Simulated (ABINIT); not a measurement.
# InP (F-43m): G0W0 with ABINIT, start to end, part 2 of 2

How does a plane-wave GW calculation on InP (F-43m) run from the first input to the gap?

ABINIT 10.8.3; PBE and many-body steps on it, plane waves. Known limits of the many-body steps: not at the basis limit; mesh may overstate the screening; screening head approximate; coarse k mesh.

So far. Step 2 (Ground state): The gap is direct, at Γ. Step 3 (Bands along the symmetry lines): The gap is 0.660 eV, as in the run before at this level.

**4. Empty states on the mesh, 4×4×4 mesh, 242 bands**

Level of this step: DFT, PBE with spin-orbit coupling, plane waves, norm-conserving pseudopotentials (ABINIT).

The sums over transitions need many empty states on a uniform mesh; this step solves for them.

Input file run.abi:

```
acell 3*1.0 Angstrom
rprim 
  -0.000000000000 2.934350000000 2.934350000000
  2.934350000000 -0.000000000000 2.934350000000
  2.934350000000 2.934350000000 -0.000000000000
ntypat 2
znucl 49 15
natom 2
typat 1 2
xred 
  0.000000000000 0.000000000000 0.000000000000
  0.250000000000 0.250000000000 0.250000000000
pp_dirpath "pseudos"
pseudos "In.upf, P.upf"
ecut 33
nspinor 2
ngkpt 4 4 4
nshiftk 1
shiftk 0 0 0
kptopt 1
chksymbreak 0
iscf -2
irdden 1
istwfk *1
nband 242
nbdbuf 22
tolwfr 1e-09
nstep 60
prtvol 0
indata_prefix "in"
outdata_prefix "out"
tmpdata_prefix "tmp"
```

Launch:

```
$ OMP_NUM_THREADS=1 mpirun -n 8 abinit run.abi > log
```

Numbers of over 12 decimals in the logs are rounded to 6 here.

Output:

```text
.Version 10.8.3 of ABINIT. v10.8.2 released Aug 2026.

 Symmetries : space group F-4 3 m (#216); Bravais cF (face-center cubic)
[... echo of the input left out ...]
== DATASET  1 ==================================================================
-   mpi_nproc: 8, omp_nthreads: 1 (-1 if OMP is not activated)

--- !DatasetInfo
iteration_state: {dtset: 1, }
dimensions: {natom: 2, nkpt: 8, mband: 242, nsppol: 1, nspinor: 2, nspden: 1, mpw: 3119, }
cutoff_energies: {ecut:  33.0, pawecutdg:  -1.0, }
electrons: {nelect:   2.60000000E+01, charge:   0.00000000E+00, occopt:   1.00000000E+00, tsmear:   1.00000000E-02, }

 Real(R)+Recip(G) space primitive vectors, cartesian coordinates (Bohr,Bohr^-1):
 R(1)=  0.0000000  5.5451179  5.5451179  G(1)= -0.0901694  0.0901694  0.0901694
 R(2)=  5.5451179  0.0000000  5.5451179  G(2)=  0.0901694 -0.0901694  0.0901694
 R(3)=  5.5451179  5.5451179  0.0000000  G(3)=  0.0901694  0.0901694 -0.0901694
 Unit cell volume ucvol=  3.4100625E+02 bohr^3
 Angles (23,13,12)=  6.00000000E+01  6.00000000E+01  6.00000000E+01 degrees

 getcut: wavevector=  0.0000  0.0000  0.0000  ngfft=  45  45  45
         ecut(hartree)=     33.000   => boxcut(ratio)=   2.16973

--- Pseudopotential description ------------------------------------------------
- In Generated using ONCVPSP code by D. R. Hamann
- 49.00000  21.00000  180506                  znucl, zion, pspdat
12 -101130 2 -1 1986                          pspcod,pspxc,lmax,lloc,mmax
     nproj     2     4     2     0
     spin-orbit psp
        nprojso     4     4     0
  pspatm : epsatm=   33.78520267
         --- l  ekb(1:nproj) -->
             0   -0.549339    8.455817
             1    2.501599   -1.163416    0.002939   -0.000034
             2   -3.303827   -0.945305
  spin-orbit 1    0.465209   -0.119786    0.028195   -0.000743
  spin-orbit 2    0.049413    0.017065   -0.000103   -0.000031
 pspatm: atomic psp has been read  and splines computed

- P Generated using ONCVPSP code by D. R. Hamann
- 15.00000   5.00000  180423                  znucl, zion, pspdat
12 -101130 2 -1 1298                          pspcod,pspxc,lmax,lloc,mmax
     nproj     2     3     2     0
     spin-orbit psp
        nprojso     3     3     0
  pspatm : epsatm=    8.06211112
         --- l  ekb(1:nproj) -->
             0    1.052847    6.598958
             1    3.371810    0.885290    0.000254
[...]
spin-orbit 1    0.099751   -0.022775    0.007813
  spin-orbit 2    0.001367    0.000277   -0.000084
 pspatm: atomic psp has been read  and splines computed

--------------------------------------------------------------------------------

================================================================================
 prteigrs : about to open file out_EIG
 Non-SCF case, kpt    1 (  0.00000  0.00000  0.00000), residuals and eigenvalues=
  1.63E-10  2.21E-10  6.54E-10  8.14E-10  5.29E-10  6.83E-10  6.20E-10  9.20E-10
  6.89E-11  8.76E-11  4.38E-10  7.07E-10  4.90E-11  9.03E-10  8.22E-11  7.31E-11
  4.74E-10  7.57E-10  2.05E-10  2.74E-10  4.02E-10  6.47E-10  4.01E-11  3.73E-10
[...]
2.34E-07  5.72E-06
 -4.0439E+00 -4.0439E+00 -2.6881E+00 -2.6881E+00 -2.4438E+00 -2.4438E+00
 -2.4438E+00 -2.4438E+00 -3.5699E-01 -3.5699E-01 -3.5699E-01 -3.5699E-01
 -3.2820E-01 -3.2820E-01 -3.2451E-01 -3.2451E-01 -3.2451E-01 -3.2451E-01
[...]
3.1620E+00  3.1620E+00  3.1631E+00  3.1631E+00  3.1640E+00  3.1640E+00
  3.1640E+00  3.1640E+00  3.2230E+00  3.2230E+00  3.2379E+00  3.2379E+00
  3.2379E+00  3.2379E+00
 prteigrs : prtvol=0 or 1, do not print more k-points.

--- !ResultsGS
iteration_state: {dtset: 1, }
comment   : Summary of ground state results
lattice_vectors:
- [ -0.0000000,   5.5451179,   5.5451179, ]
- [  5.5451179,  -0.0000000,   5.5451179, ]
- [  5.5451179,   5.5451179,  -0.0000000, ]
lattice_lengths: [   7.84198,    7.84198,    7.84198, ]
lattice_angles: [ 60.000,  60.000,  60.000, ] # degrees, (23, 13, 12)
lattice_volume:   3.4100625E+02
convergence: {deltae:  0.000E+00, res2:  0.000E+00, residm:  9.992E-10, diffor:  0.000E+00, }
etotal    :  -2.06360492E+02
entropy   :   0.00000000E+00
fermie    :   1.82107001E-01
cartesian_stress_tensor: null
pressure_GPa: null
xred      :
- [  0.0000E+00,   0.0000E+00,   0.0000E+00, In]
- [  2.5000E-01,   2.5000E-01,   2.5000E-01,  P]
cartesian_forces: null
force_length_stats: {min: null, max: null, mean: null, }

 Integrated electronic density in atomic spheres:
 ------------------------------------------------
 Atom  Sphere_radius  Integrated_density
[...]
================================================================================

 ----iterations are completed or convergence reached----

 Mean square residual over all n,k,spin=   42.153E-11; max=  99.921E-11
 reduced coordinates (array xred) for    2 atoms
       0.000000000000      0.000000000000      0.000000000000
       0.250000000000      0.250000000000      0.250000000000

 cartesian coordinates (angstrom) at end:
    1      0.000000     0.000000     0.000000
    2      1.467175     1.467175     1.467175
 length scales=  1.889726125908  1.889726125908  1.889726125908 bohr
              =  1.000000000000  1.000000000000  1.000000000000 angstroms
 prteigrs : about to open file out_EIG
 Eigenvalues (hartree) for nkpt=   8  k points:
 kpt#   1, nband=242, wtk=  0.01563, kpt=  0.0000  0.0000  0.0000 (reduced coord)
[...]
3.16188    3.16188    3.16199    3.16199    3.16199    3.16199    3.16315    3.16315
   3.16403    3.16403    3.16403    3.16403    3.22297    3.22297    3.23786    3.23786
   3.23786    3.23786
 prteigrs : prtvol=0 or 1, do not print more k-points.

== END DATASET(S) ==============================================================
================================================================================

 -outvars: echo values of variables after computation  --------
            nband         242
             nkpt           8
          spgroup         216
 [... the other variables as echoed above ...]

 Calculation completed.
```

The job ended after 62 s (8 MPI ranks of AMD EPYC 9R45, shared host; peak memory 0.95 GiB; 8.3 min of CPU time).

Numbers from this step:

```yaml
gap: 0.6604 eV
k_of_the_valence_top: 0, 0, 0
k_of_the_conduction_bottom: 0, 0, 0
least_direct_gap: 0.6604 eV
k_points_computed: 8
lowest_point_of_the_top_converged_band_above_the_valence_top: 80.1299 eV
```

On this mesh the gap is 0.660 eV.

**5. Screening, 4×4×4 mesh, 220 bands, screening to 149.7 eV**

The RPA dielectric matrix is built and inverted for each q.

This step: RPA screening on PBE with spin-orbit coupling, plane waves, norm-conserving pseudopotentials.

run.abi: that of step 4 with these lines changed.

```diff
@@ -21,10 +21,11 @@
 chksymbreak 0
-iscf -2
-irdden 1
 istwfk *1
-nband 242
-nbdbuf 22
-tolwfr 1e-09
-nstep 60
-prtvol 0
+occopt 1
+irdwfk 1
+optdriver 3
+nband 220
+ecuteps 5.5
+inclvkb 0
+awtr 1
+symchi 1
 indata_prefix "in"
```

Output:

```text
.Version 10.8.3 of ABINIT. v10.8.2 released Aug 2026.

 Symmetries : space group F-4 3 m (#216); Bravais cF (face-center cubic)
[... echo of the input left out ...]
== DATASET  1 ==================================================================
-   mpi_nproc: 8, omp_nthreads: 1 (-1 if OMP is not activated)

--- !DatasetInfo
iteration_state: {dtset: 1, }
dimensions: {natom: 2, nkpt: 8, mband: 220, nsppol: 1, nspinor: 2, nspden: 1, mpw: 3119, }
cutoff_energies: {ecut:  33.0, pawecutdg:  -1.0, }
electrons: {nelect:   2.60000000E+01, charge:   0.00000000E+00, occopt:   1.00000000E+00, tsmear:   1.00000000E-02, }

 SCREENING: Calculation of the susceptibility and dielectric matrices

 Based on a program developped by R.W. Godby, V. Olevano, G. Onida, and L. Reining.
 Incorporated in ABINIT by V. Olevano, G.-M. Rignanese, and M. Torrent.
.Using double precision arithmetic ; gwpc =  8

[... cell and pseudopotentials left out ...]
--------------------------------------------------------------------------------

 ==== K-mesh for the wavefunctions ====
 Number of points in the irreducible wedge :     8
[... list of points left out ...]
 Together with 24 symmetry operations and time-reversal symmetry
 yields    64 points in the full Brillouin Zone.

 ==== Q-mesh for the screening function ====
 Number of points in the irreducible wedge :     8
[... list of points left out ...]
 Together with 24 symmetry operations and time-reversal symmetry
 yields    64 points in the full Brillouin Zone.

 setmesh: FFT mesh size selected  =    30x   30x   30
          total number of points  =        27000

 vcoul_init : cutoff-mode = AUXILIARY_FUNCTION
 q-points for optical limit:   1
     1)      0.000010    0.000020    0.000030

- screening: taking advantage of time-reversal symmetry
- Maximum band index for partially occupied states nbvw = 26
- Remaining bands to be divided among processors   nbcw = 194
- Number of bands treated by each node ~24

 Number of electrons calculated from density =   26.0000; Expected =   26.0000
 average of density, n =  0.076245
 r_s =    1.4630
 omega_plasma =   26.6355 [eV]

 calculating chi0 at frequencies [eV] :
  1    0.000000E+00    0.000000E+00
  2    0.000000E+00    2.663552E+01

--------------------------------------------------------------------------------
  q-point number  1        q = ( 0.000000, 0.000000, 0.000000) [r.l.u.]
--------------------------------------------------------------------------------
[... chi0 elements left out ...]
 For q-point:  0.000010 0.000020 0.000030
  dielectric constant =  50.4601
  dielectric constant without local fields =  53.2585

  Average fulfillment of the sum rule on Im[epsilon] for q-point    1 :     62.80  [%]
[... wings left out ...]
  q-point number  2        q = ( 0.250000, 0.000000, 0.000000) [r.l.u.]
--------------------------------------------------------------------------------
[... chi0 elements left out ...]
  Average fulfillment of the sum rule on Im[epsilon] for q-point    2 :     75.16  [%]

 [... 6 further q-points ...]
```

It took 64 s on 8 MPI ranks; peak memory 3.6 GiB.

This step gave:

* ε∞ with local fields, on this mesh, along the program's q direction: 50.46
* the same without local fields: 53.26
* plasma frequency: 26.64 eV
* plane waves in the screening matrix: 181

Local fields lower ε∞ by 5 %. On a Γ-centred mesh this coarse the value itself is usually too large, while a short band sum pulls it down.

**6. Self-energy, 4×4×4 mesh, 220 bands, screening to 149.7 eV**

The self-energy is evaluated for the states that the input lists, and the levels follow from it, in one-shot runs by the linearised quasiparticle equation.

This step: G0W0 on PBE with spin-orbit coupling, plane waves, norm-conserving pseudopotentials.

run.abi: that of step 5 with these lines changed.

```diff
@@ -24,8 +24,15 @@
 irdwfk 1
-optdriver 3
+optdriver 4
 nband 220
+gwcalctyp 0
+ecutsigx 33
+symsigma 0
+nkptgw 1
+kptgw 
+  0.0000000000 0.0000000000 0.0000000000
+bdgw 
+  23 30
 ecuteps 5.5
-inclvkb 0
-awtr 1
-symchi 1
+irdscr 1
+ppmodel 1
 indata_prefix "in"
```

Output:

```text
.Version 10.8.3 of ABINIT. v10.8.2 released Aug 2026.

 Symmetries : space group F-4 3 m (#216); Bravais cF (face-center cubic)
[... echo of the input left out ...]
== DATASET  1 ==================================================================
-   mpi_nproc: 8, omp_nthreads: 1 (-1 if OMP is not activated)

--- !DatasetInfo
iteration_state: {dtset: 1, }
dimensions: {natom: 2, nkpt: 8, mband: 220, nsppol: 1, nspinor: 2, nspden: 1, mpw: 3119, }
cutoff_energies: {ecut:  33.0, pawecutdg:  -1.0, }
electrons: {nelect:   2.60000000E+01, charge:   0.00000000E+00, occopt:   1.00000000E+00, tsmear:   1.00000000E-02, }

 SIGMA: Calculation of the GW corrections

 Based on a program developped by R.W. Godby, V. Olevano, G. Onida, and L. Reining.
 Incorporated in ABINIT by V. Olevano, G.-M. Rignanese, and M. Torrent.
.Using double precision arithmetic ; gwpc =  8

[... cell and pseudopotentials left out ...]
--------------------------------------------------------------------------------

 ==== K-mesh for the wavefunctions ====
 Number of points in the irreducible wedge :     8
[... list of points left out ...]
 Together with 24 symmetry operations and time-reversal symmetry
 yields    64 points in the full Brillouin Zone.

 ==== Q-mesh for screening function ====
 Number of points in the irreducible wedge :     8
[... list of points left out ...]
 Together with 24 symmetry operations and time-reversal symmetry
 yields    64 points in the full Brillouin Zone.

 vcoul_init : cutoff-mode = AUXILIARY_FUNCTION
 q-points for optical limit:   1
     1)      0.000010    0.000020    0.000030
 setmesh: FFT mesh size selected  =    45x   45x   45
          total number of points  =        91125

 Number of electrons calculated from density =   26.0000; Expected =   26.0000
 average of density, n =  0.076245
 r_s =    1.4630
 omega_plasma =   26.6355 [eV]

 === KS Band Gaps ===
  >>>> For spin  1
   Minimum direct gap =   0.6604 [eV], located at k-point      :   0.0000  0.0000  0.0000
   Fundamental gap    =   0.6604 [eV], Top of valence bands at :   0.0000  0.0000  0.0000
                                       Bottom of conduction at :   0.0000  0.0000  0.0000
 SIGMA fundamental parameters:
 PLASMON POLE MODEL  1
 number of plane-waves for SigmaX                 3119
 number of plane-waves for SigmaC and W            181
 number of plane-waves for wavefunctions          3119
 number of bands                                   220
 number of independent spin polarizations            1
 number of spinorial components                      2
 number of k-points in IBZ                           8
 number of q-points in IBZ                           8
 number of symmetry operations                      24
 number of k-points in BZ                           64
 number of q-points in BZ                           64
 number of frequencies for dSigma/dE                 9
 frequency step for dSigma/dE [eV]                0.25
 number of omega for Sigma on real axis              0
 max omega for Sigma on real axis  [eV]           0.00
 zcut for avoiding poles [eV]                     0.10

 EPSILON^-1 parameters (SCR file):
 dimension of the eps^-1 matrix on file            181
 dimension of the eps^-1 matrix used               181
 number of plane-waves for wavefunctions          3119
 number of bands                                   220
 number of q-points in IBZ                           8
 number of frequencies                               2
 number of real frequencies                          1
 number of imag frequencies                          1

 matrix elements of self-energy operator (all in [eV])

 Perturbative Calculation

--- !SelfEnergy_ee
iteration_state: {dtset: 1, }
kpoint     : [   0.000,    0.000,    0.000, ]
spin       : 1
KS_gap     :    0.660
QP_gap     :    1.318
Delta_QP_KS:    0.658
data: !SigmaeeData |
     Band     E0 <VxcDFT>   SigX SigC(E0)      Z dSigC/dE  Sig(E)    E-E0       E
       23   4.955 -12.879 -14.754   1.216   0.778  -0.285 -13.392  -0.513   4.442
       24   4.955 -12.879 -14.753   1.216   0.778  -0.285 -13.392  -0.513   4.443
       25   4.955 -12.879 -14.750   1.213   0.778  -0.285 -13.391  -0.512   4.443
       26   4.955 -12.879 -14.756   1.218   0.778  -0.285 -13.392  -0.513   4.442
       27   5.616 -11.724  -7.728  -3.814   0.793  -0.261 -11.579   0.145   5.760
       28   5.616 -11.724  -7.727  -3.814   0.793  -0.261 -11.579   0.145   5.760
       29   8.702 -10.852  -6.386  -4.159   0.798  -0.254 -10.607   0.245   8.947
       30   8.702 -10.852  -6.386  -4.159   0.798  -0.254 -10.607   0.245   8.947

== END DATASET(S) ==============================================================
================================================================================

 -outvars: echo values of variables after computation  --------
           etotal      0.0000000000E+00
            nband         220
             nkpt           8
          spgroup         216
 [... the other variables as echoed above ...]

 Calculation completed.
```

The job ended after 39 s (8 MPI ranks; peak memory 2.5 GiB; 5.2 min of CPU time).

This step gave:

```
G0W0 gap on the points computed              : 1.317 eV
starting gap on the mesh                     : 0.6604 eV
k of the valence top                         : 0, 0, 0
k of the conduction bottom                   : 0, 0, 0
Z at the valence top                         : 0.778
Z at the conduction bottom                   : 0.793
least direct G0W0 gap on the computed points : 1.317 eV
```

The gap on the mesh goes from 0.66 eV to 1.32 eV, a correction of +0.66 eV.

Limits: finite bands, cutoff and mesh; screening head approximate; coarse k mesh. v1 is the top filled band, c1 the lowest empty one. Levels before and after the correction, in eV, zero at the valence-band top of each column:

```tsv
	conduction bottom	valence top
Kohn-Sham	0.66	0.00
G0W0	1.32	0.00
```

```tsv
	level	energy (eV)
Kohn-Sham	Γ v4-v1	0.000
Kohn-Sham	Γ c1-c2	0.660
Kohn-Sham	Γ c3-c4	3.746
G0W0	Γ v4-v1	-0.001
G0W0	Γ c1-c2	1.317
G0W0	Γ c3-c4	4.504
```

**7. Where the time went**

Times are wall times on 8 MPI ranks of AMD EPYC 9R45, shared host, good to a factor of about two.

```tsv
step	time	share	memory (GiB)
ground state	17 s	9 %	0.74
bands along the symmetry lines	16 s	8 %	0.69
empty states on the mesh	62 s	31 %	0.95
screening	64 s	32 %	3.6
self-energy	39 s	20 %	2.5
```

**8. Results**

| Item | Value |
| --- | --- |
| PBE gap | 0.66 eV, direct |
| G0W0 gap on the mesh | 1.32 eV |
| GW settings | 4×4×4 mesh, 220 bands, screening to 149.7 eV, Godby-Needs plasmon pole |
| known limits | not at the basis limit; mesh may overstate the screening; screening head approximate; coarse k mesh |

In words: G0W0 moves the gap on the mesh from 0.66 eV to 1.32 eV (+0.66 eV), with Z of 0.78 and 0.79 at the edges. Local fields lower the RPA ε∞ on this mesh from 53.26 to 50.46; a Γ-centred mesh this coarse tends to raise both, most where the direct gap is narrow, while a short band sum lowers them. Only 1 of the mesh's irreducible points was corrected, so a valley elsewhere could overtake. Bands and cutoff are finite, so the gap is not at the basis limit. The miss can reach some tenths of an eV and take either sign; the mesh is an error of its own. In the G0W0 run levels were corrected at 1 k point alone, so a gap called «on the mesh» is the least over those, and an edge elsewhere would be missed. The 4×4×4 mesh is coarse for this cell, which bears on the long-range parts of exchange and screening. The RPA ε∞ on this mesh reaches over 25; with a narrow direct gap a coarse mesh can overstate it, and the correction is then too small. The long-wavelength limit of the screening leaves out the non-local commutator, which shifts ε∞.

[Paths, hosts, dates, memory and timing lines, banners, echoed tables and standing remarks are left out of the program output.]

[Logs are printed without paths, hosts, clocks, repeated set-up lines and the standing remarks that a program may print on its own settings, such as how far it seeks lower states.]

[Runs of the session that timed out or met a known fault of the program may be left out.]

[Hosts, paths, dates, database ids (printed as entryN), source tags and the programs' standing remarks are cut or masked in the printed files.]

[G0W0 gaps are taken among the corrected bands and points alone; a level outside them can change the order at an edge.]

[Where Ansatz stands beside ABINIT at settings called matched, ABINIT's density can come from a denser mesh and the files from another edition; pairs whose starting gaps differed by over 0.03 eV were left out, so agreement reads better than it is.]
